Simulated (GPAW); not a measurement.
**How the form of the self-energy moves the gap of Ca2H3Br (P-3m1)**

The structure is trigonal, space group P-3m1 (No. 164). The conventional cell has a = 3.903 Å, b = 3.903 Å, c = 6.854 Å, α = 90.00°, β = 90.00°, γ = 120.00°. Ca has 7 H at 2.27 to 2.59 Å and 3 Br at 3.12 Å nearest. Nearest to H lie 4 Ca at 2.27 to 2.30 Å. Nearest to H lie 6 H at 2.48 Å and 6 Ca at 2.59 Å. Nearest to Br lie 6 Ca at 3.12 Å. Farther neighbours and most contacts between anions are not listed.

```xyz
6
Lattice="3.9029 0.0000 0.0000 -1.9515 3.3800 0.0000 0.0000 0.0000 6.8535" Properties=species:S:1:pos:R:3 pbc="T T T"
Ca    1.9515    1.1267    1.2731
Ca    0.0000    2.2534    5.5804
H     1.9515    1.1267    5.8288
H     0.0000    2.2534    1.0248
H     0.0000    0.0000    0.0000
Br    0.0000    0.0000    3.4268
```

```yaml
method: DFT, LDA, plane waves, PAW (and 3 further levels or steps)
program: GPAW 26.7.0
settings_of_one_run: cutoff 600 eV, GPAW PAW setups 1.2.1 data release, 3×3×2 k-mesh, nbands 425
cost: 6 runs, 8.7 min in all on 4 MPI ranks of Arm Neoverse V1, shared host (the runs of this entry)
notes: The cell and positions are those that the Materials Project relaxed with its own functionals (PBE, PBE+U or r2SCAN), kept fixed. Limits: no spin-orbit coupling. Bands and cutoff are finite, so the gap is not at the basis limit. The miss can reach some tenths of an eV and take either sign; the mesh is an error of its own. The program warns of a poor linear fit in the extrapolation of some level, so the extrapolated values are rough. The 3×3×2 mesh is coarse for this cell, which bears on the long-range parts of exchange and screening.
g0w0_godby_needs_plasmon_pole: 3.422 eV
one_shot_hse06: 3.021 eV
g0w0_extrapolated_in_the_cutoff: 3.572 eV
one_shot_hartree_fock: 9.118 eV
g0w0_full_frequency_hilbert_transform: 3.364 eV
known_limits: not at the basis limit; no spin-orbit coupling; coarse k mesh
```

One-shot HSE06: −0.401 eV against G0W0, Godby-Needs plasmon pole. G0W0, extrapolated in the cutoff: +0.150 eV against G0W0, Godby-Needs plasmon pole, at other bands or cutoff, so not like for like.

[Paths, hosts, dates, memory and timing lines, banners, echoed tables and standing remarks are left out of the program output.]

[Logs are printed without paths, hosts, clocks, repeated set-up lines and the standing remarks that a program may print on its own settings, such as how far it seeks lower states.]

[Runs of the session that timed out or met a known fault of the program may be left out.]

[Hosts, paths, dates, database ids (printed as entryN), source tags and the programs' standing remarks are cut or masked in the printed files.]
